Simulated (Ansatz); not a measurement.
# From HSE06 to G0W0: LiNbO3 (R3c), part 2 of 3

Wanted: the gap of LiNbO3 (R3c) with a many-body correction, and the time that it takes.

Ansatz 0.2.0; HSE06, then G0W0 on it, plane waves, PAW. Known limits of the many-body steps: finite bands, screening cutoff and k mesh; no spin-orbit coupling in G0W0.

So far. Step 2 (The starting point: HSE06): Over mesh and listed points the gap is 5.033 eV, from k = (-0.150, -0.150, -0.150) to k = (-0.381, 0.000, -0.619). The least direct gap found is 5.067 eV, at k = Γ. On the 4×4×4 mesh alone the same run gives 5.067 eV, so that mesh misses an edge of HSE06: 5.067 − 5.033 = +0.034 eV.

In doubt: masses and optical values from hybrid runs of this build are listed as unsure, which bears on the screening that GW takes from such a start.

## 3. The quasiparticle correction

G0W0 replaces the xc potential by a self-energy built once from the orbitals of the start. Levels are corrected in the window of bands that the input names, at points of the mesh.

This step: G0W0 on HSE06, plane waves, PAW.

input.yaml

```yaml
crystal:
  lattice:
    - [2.5758, 1.4871388234, 4.623]
    - [-2.5758, 1.4871388234, 4.623]
    - [0.0, -2.9742776468, 4.623]
  atoms:
    - { symbol: Li, position: [0.2815, 0.2815, 0.2815] }
    - { symbol: Li, position: [0.7815, 0.7815, 0.7815] }
    - { symbol: Nb, position: [5.5e-05, 5.5e-05, 5.5e-05] }
    - { symbol: Nb, position: [0.500055, 0.500055, 0.500055] }
    - { symbol: O, position: [0.11231, 0.35836, 0.71959] }
    - { symbol: O, position: [0.71959, 0.11231, 0.35836] }
    - { symbol: O, position: [0.35836, 0.71959, 0.11231] }
    - { symbol: O, position: [0.21959, 0.85836, 0.61231] }
    - { symbol: O, position: [0.85836, 0.61231, 0.21959] }
    - { symbol: O, position: [0.61231, 0.21959, 0.85836] }
kpoints:
  mp_grid: { grid: [4, 4, 4] }
hamiltonian:
  xc: hse06
  pseudopotentials: { kind: paw, source: ansatz }
scf:
  occupations: { method: fixed }
gw:
  n_empty_bands: 631
  ecut_chi: 190.0
  qp_bands: [v3, c3]
  qp_kpoints: band_edges
  screening: { model: contour_deformation }
```

The run is started by

```console
$ ansatz run input.yaml --threads 4 --pin off --max-ram 138240MiB --backend cuda --events-out ev --progress --plain --runs-dir out --devices 1 --max-vram 26GiB
```

Numbers of over 12 decimals in the logs are rounded to 6 here.

Output:

```text
GPUs: using 1 of 1 available (devices: 1).
[...]
GPU FFT provider: cuFFT
GPU libraries: cuBLAS 13.8.2, cuFFT 12.4.0, cuSOLVER 12.3.4
Crystal: 10 atoms, lattice volume = 106.252 Å³
Basis set: ecut = 930 eV, 6833 PW (Γ)
Bands: 44, of which v1, the nominal top of the filled ones, is band 34 counted from 1 (33 counted from 0)
Symmetry: 6 space group operations
[...]
k-points: 13 of 64 (time reversal used)
[...]
GPU buffer pool allocated for 262144 grid points (all kernels)
[...]
SCF iter   1: F=—  HF=-12950.467092 eV  |F-HF|=—  |Δ(HF+E_count)|=         —  Δρ=9.87e-2  dr2=1.03e1  ethr=1.00e-1  ⟨swp⟩=4.1  Hψ=1774  notcnv=0
[...]
SCF iter   6: F=-12948.394335 eV  HF=-12948.394991 eV  |F-HF|=6.56e-4  |Δ(HF+E_count)|=   5.59e-4  Δρ=7.06e-4  dr2=7.46e-4  ethr=7.64e-6  ⟨swp⟩=3.0  Hψ=1397  notcnv=0
SCF 1 stopped early in 6 iterations: F = -12948.394335 eV  dr2 = 7.46e-4
[...]
GPU FFT provider: cuFFT
GPU libraries: cuBLAS 13.8.2, cuFFT 12.4.0, cuSOLVER 12.3.4
[...]
GPU buffer pool allocated for 262144 grid points (all kernels)
[...]
Frozen-core exchange: fock
SCF iter   1: F=—  HF=-12951.784174 eV  |F-HF|=—  |Δ(HF+E_count)|=         —  Δρ=1.93e-2  dr2=6.82e-1  ethr=1.10e-5  ⟨swp⟩=6.8  Hψ=2707  notcnv=0
[...]
SCF iter   6: F=-12951.623978 eV  HF=-12951.623990 eV  |F-HF|=1.23e-5  |Δ(HF+E_count)|=   4.53e-5  Δρ=9.76e-5  dr2=1.50e-5  ethr=8.65e-8  ⟨swp⟩=3.0  Hψ=1611  notcnv=0
SCF 2 stopped early in 6 iterations: F = -12951.623978 eV  dr2 = 1.50e-5
[...]
hybrid outer 1: dexx = +3.723e-2 eV, tail = 4.10e-5 eV
GPU FFT provider: cuFFT
GPU libraries: cuBLAS 13.8.2, cuFFT 12.4.0, cuSOLVER 12.3.4
GPU buffer pool allocated for 262144 grid points (all kernels)
[...]
Frozen-core exchange: fock
SCF iter   1: F=—  HF=-12951.623862 eV  |F-HF|=—  |Δ(HF+E_count)|=         —  Δρ=8.30e-5  dr2=5.93e-6  ethr=3.01e-7  ⟨swp⟩=2.3  Hψ=1266  notcnv=0
[...]
SCF iter   4: F=-12951.623861 eV  HF=-12951.623861 eV  |F-HF|=4.24e-8  |Δ(HF+E_count)|=   1.21e-7  Δρ=5.68e-6  dr2=4.99e-8  ethr=3.19e-11  ⟨swp⟩=3.4  Hψ=1782  notcnv=0
SCF 3 converged in 4 iterations: F = -12951.623861 eV  dr2 = 4.99e-8
[...]
NSCF: frozen V_eff on 13 k-points
Exchange-term sweep: 0 of 13 (spin, k) points
Exchange-term sweep: 1 of 13 (spin, k) points
Exchange-term sweep: 2 of 13 (spin, k) points
Exchange-term sweep: 3 of 13 (spin, k) points
Exchange-term sweep: 4 of 13 (spin, k) points
Exchange-term sweep: 5 of 13 (spin, k) points
Exchange-term sweep: 6 of 13 (spin, k) points
Exchange-term sweep: 7 of 13 (spin, k) points
Exchange-term sweep: 8 of 13 (spin, k) points
Exchange-term sweep: 9 of 13 (spin, k) points
Exchange-term sweep: 10 of 13 (spin, k) points
Exchange-term sweep: 11 of 13 (spin, k) points
Exchange-term sweep: 12 of 13 (spin, k) points
Exchange-term sweep: 13 of 13 (spin, k) points
G₀W₀ screening: q 1/13
[... further progress lines ...]
[...]
Free energy (F): -12951.623861 eV
Frozen-core exchange: fock
[...]
Internal energy: -12951.623861 eV  (E = F + TS)
E sigma→0 (E₀):  -12951.623861 eV
Fermi energy:    6.136889 eV
[...]
--- Band table (eV; the first three rows and the last of 13) ---
  k-point 0: bands = [... 30 lower, 5.4037, 5.5954, 6.1369, 6.1369, 11.2004, 11.2004, 11.7038, 12.9253, ... 2 higher]
  k-point 1: bands = [... 30 lower, 5.6239, 5.6964, 5.9227, 6.0500, 11.2531, 11.3782, 11.8585, 12.6482, ... 2 higher]
  k-point 2: bands = [... 30 lower, 5.8184, 5.8184, 5.8918, 5.8918, 11.5352, 11.5352, 12.4371, 12.4371, ... 2 higher]
  k-point 12: bands = [... 30 lower, 5.7906, 5.7906, 5.7906, 5.7906, 12.3714, 12.3714, 12.5779, 12.5779, ... 2 higher]
  guard bands above this table: 4 of the run's 44 bands. The solve was not asked for them (output.publish_guard_bands: true or output.eigenvalues: true publishes all)
--- G₀W₀: contour deformation, 6 samples at zero and on the imaginary axis and 1 off it, 64 q-points, 631 empty bands' worth ---
  eigenvalues of the whole cell's RPA ε∞ on this k-mesh (on a slab, of 1 + 4πα/V) = 3.8791, 4.0561, 4.0561; static W/v taken at q = 0 is 0.250040
  bands read: the sum over 665 bands ends inside a degenerate multiplet in 4 slots, whose members it reads at an even weight; the widest, k=12: bands 665 to 668 (counted from 1) at 1/4 each
  gw.qp_kpoints: band_edges: 13 of 13 stored k-points solved, in 1 pass; an edge of the gap read off the rows below is read off those points alone
    ik  band        ε_KS         Σx   Σc(E_QP)       V_xc       Z   E_QP_lin       E_QP  E_QP is
     0    32      5.5954   -25.9847     4.0431   -21.8268  0.7704     5.4804     5.4806  root
     0    33      6.1369   -25.8226     3.9460   -21.7949  0.7691     6.0551     6.0552  root
     0    34      6.1369   -25.8226     3.9460   -21.7949  0.7691     6.0551     6.0552  root
     0    35     11.2004   -13.2083    -4.8779   -18.6140  0.8072    11.7307    11.7282  root
     0    36     11.2004   -13.2083    -4.8779   -18.6140  0.8072    11.7307    11.7282  root
     0    37     11.7038   -13.4169    -4.8731   -18.8086  0.8011    12.2249    12.2224  root
     1    32      5.6964   -25.7430     3.9475   -21.6923  0.7691     5.5931     5.5933  root
     1    33      5.9227   -25.5105     3.9618   -21.4483  0.7674     5.8221     5.8223  root
     1    34      6.0500   -25.8528     3.9553   -21.8103  0.7687     5.9627     5.9628  root
     1    35     11.2531   -13.3162    -4.9085   -18.7515  0.8066    11.7823    11.7799  root
     1    36     11.3782   -13.2536    -4.8772   -18.6646  0.8060    11.9146    11.9121  root
     1    37     11.8585   -13.5759    -4.9677   -19.0828  0.8002    12.4005    12.3977  root
     2    32      5.8184   -25.8260     3.9717   -21.7520  0.7693     5.7159     5.7161  root
     2    33      5.8918   -25.7036     3.9800   -21.6262  0.7678     5.7943     5.7944  root
     2    34      5.8918   -25.7036     3.9800   -21.6262  0.7678     5.7943     5.7944  root
     2    35     11.5352   -13.3660    -4.9411   -18.8357  0.8034    12.0663    12.0637  root
     2    36     11.5352   -13.3660    -4.9411   -18.8357  0.8034    12.0663    12.0637  root
     2    37     12.4371   -13.8680    -5.0215   -19.4402  0.7931    12.9911    12.9879  root
     3    32      5.7328   -25.6706     3.9980   -21.5688  0.7669     5.6288     5.6290  root
     3    33      5.8285   -25.6962     3.8907   -21.7119  0.7691     5.7348     5.7350  root
     3    34      6.0436   -25.7907     3.9968   -21.7056  0.7679     5.9552     5.9553  root
     3    35     11.2654   -13.3411    -4.8666   -18.7378  0.8061    11.7980    11.7955  root
     3    36     11.7944   -13.5915    -4.9097   -19.0449  0.7999    12.3410    12.3381  root
     3    37     11.9019   -13.7556    -4.9332   -19.2311  0.7988    12.4471    12.4442  root
     4    32      5.5689   -25.5697     3.9155   -21.5440  0.7689     5.4586     5.4588  root
     4    33      5.8036   -25.7754     3.9002   -21.7751  0.7700     5.7033     5.7035  root
     4    34      6.0087   -25.8478     3.9758   -21.7800  0.7687     5.9166     5.9167  root
     4    35     11.1989   -13.1967    -4.8958   -18.6177  0.8081    11.7265    11.7241  root
     4    36     11.7178   -13.5031    -4.8714   -18.9117  0.8012    12.2577    12.2550  root
     4    37     12.3187   -14.0022    -5.0266   -19.5837  0.7934    12.8768    12.8735  root
     5    32      5.7988   -25.7555     3.9640   -21.6894  0.7690     5.6966     5.6967  root
     5    33      5.8608   -25.6854     3.9495   -21.6382  0.7680     5.7630     5.7631  root
     5    34      6.0181   -25.8303     3.9576   -21.7838  0.7682     5.9292     5.9293  root
     5    35     11.4708   -13.6047    -4.8265   -18.9717  0.8030    12.0141    12.0114  root
     5    36     11.5399   -13.3580    -4.9082   -18.7971  0.8036    12.0734    12.0708  root
     5    37     12.0916   -13.6985    -5.0215   -19.2618  0.7970    12.6364    12.6334  root
     6    32      5.4214   -26.2758     3.8826   -22.2831  0.7753     5.3112     5.3113  root
     6    33      5.6130   -26.1481     3.8711   -22.1772  0.7731     5.5131     5.5133  root
     6    34      5.9289   -25.6644     4.0262   -21.5444  0.7666     5.8349     5.8351  root
     6    35     11.2936   -13.3150    -4.8966   -18.7357  0.8058    11.8202    11.8177  root
[...]
11    32      5.4968   -25.9623     3.8965   -21.9581  0.7721     5.3888     5.3890  root
    11    33      5.8463   -25.7031     3.9676   -21.6341  0.7683     5.7448     5.7450  root
    11    34      5.8463   -25.7031     3.9676   -21.6341  0.7683     5.7448     5.7450  root
    11    35     11.5846   -13.5692    -4.8645   -18.9710  0.8025    12.1245    12.1219  root
    11    36     11.5846   -13.5692    -4.8645   -18.9710  0.8025    12.1245    12.1219  root
    11    37     12.4750   -14.1140    -5.0475   -19.7277  0.7914    13.0446    13.0412  root
    12    32      5.7906   -25.6068     3.9774   -21.5284  0.7673     5.6896     5.6897  root
    12    33      5.7906   -25.6068     3.9774   -21.5284  0.7673     5.6896     5.6897  root
    12    34      5.7906   -25.6068     3.9774   -21.5284  0.7673     5.6896     5.6897  root
    12    35     12.3714   -13.3751    -5.1811   -19.0601  0.7941    12.8782    12.8754  root
    12    36     12.3714   -13.3751    -5.1811   -19.0601  0.7941    12.8782    12.8754  root
    12    37     12.5779   -14.2385    -5.1487   -19.9574  0.7891    13.1518    13.1482  root
```

Wall time 4 min (1 × NVIDIA H100 80GB HBM3 (shared by 3 runs) with 4 threads of AMD EPYC 7R13 (Zen 3), shared host); peak memory 3.6 GiB; 6.9 min of CPU time.

Numbers from this step:

| Item | Value |
| --- | --- |
| bands summed | 665 |
| RPA ε∞ on this mesh (eigenvalues) | 3.879, 4.056, 4.056 |
| plane waves in the screening matrix | 635 |
| q-points in the mesh | 64 |
| G0W0 gap over the corrected points | 5.669 eV |
| k of the valence top | 0, 0, 0 |
| k of the conduction bottom | 0, 0.25, -0.5 |
| starting gap on the mesh | 5.062 eV |
| Z at the valence top | 0.7691 |
| Z at the conduction bottom | 0.8081 |
| least direct G0W0 gap over the corrected points | 5.673 eV |

Over all 13 irreducible mesh points the G0W0 gap is 5.669 eV, from k = Γ to k = (0.000, 0.250, -0.500). The HSE06 gap of this run on the mesh is 5.062 eV. The two states that bound the G0W0 gap lie that far apart at the start, so the correction of the gap is 5.669 − 5.062 = +0.607 eV. The start of this run differs from the step before in files (soft_1 PAW and hard PAW) and plane-wave cutoff (420 eV and 930 eV).

Labels follow the order of the start: v1 is the top filled band, c1 the lowest empty one; levels that stay degenerate share a row, the window can cut a multiplet, doubted levels are not marked in this list, bands outside the window were not corrected, and the list may be a part of the corrected levels. The levels before and after the correction (eV, zero at the valence-band top of each column):

```tsv
	conduction bottom	valence top
HSE06	5.06	0.00
G0W0	5.67	0.00
```

```tsv
	level	occupation	energy (eV)
HSE06	Γ v3	2	-0.541
HSE06	Γ v2-v1	2	0.000
HSE06	Γ c1-c2	0	5.063
HSE06	Γ c3	0	5.567
HSE06	(0 0.25 -0.5) v3	2	-0.568
HSE06	(0 0.25 -0.5) v2	2	-0.333
HSE06	(0 0.25 -0.5) v1	2	-0.128
HSE06	(0 0.25 -0.5) c1	0	5.062
HSE06	(0 0.25 -0.5) c2	0	5.581
HSE06	(0 0.25 -0.5) c3	0	6.182
G0W0	Γ v3	2	-0.575
G0W0	Γ v2-v1	2	0.000
G0W0	Γ c1-c2	0	5.673
G0W0	Γ c3	0	6.167
G0W0	(0 0.25 -0.5) v3	2	-0.596
G0W0	(0 0.25 -0.5) v2	2	-0.352
G0W0	(0 0.25 -0.5) v1	2	-0.138
G0W0	(0 0.25 -0.5) c1	0	5.669
G0W0	(0 0.25 -0.5) c2	0	6.200
G0W0	(0 0.25 -0.5) c3	0	6.818
```

The parts of the quasiparticle energy for the two states that bound the G0W0 gap, in eV on the run's own scale (QP = start + Σx + Σc − Vxc, with Σc at the quasiparticle energy):

```tsv
edge	k	band	start	Σx	Σc	Vxc	Z	QP
valence top	Γ	33	6.137	−25.823	3.946	−21.795	0.769	6.055
conduction bottom	(0.000, 0.250, -0.500)	35	11.199	−13.197	−4.896	−18.618	0.808	11.724
```

For a hybrid start, Vxc holds its share of exact exchange.

(Continued in part 3 of 3.)

[Paths, hosts, dates, memory and timing lines, banners, echoed tables and standing remarks are left out of the program output.]

[Logs are printed without paths, hosts, clocks, repeated set-up lines and the standing remarks that a program may print on its own settings, such as how far it seeks lower states.]

[Runs of the session that timed out or met a known fault of the program may be left out.]

[Cells called generated may have been cut or substituted from an entry of the Crystallography Open Database or the Materials Project.]

[Hosts, paths, dates, database ids (printed as entryN), source tags and the programs' standing remarks are cut or masked in the printed files.]

[Where an RPA ε∞ is given, it is that of the G0W0 mesh and is not shown converged in it. Names of k-points follow the symmetry that the program found, which can be lower than the space group named. Band edges on a path are those of the sampled points; other points can move an edge, and change direct to indirect where valleys lie close.]

[Hybrid gaps are those of their k-mesh and are not shown converged in it.]
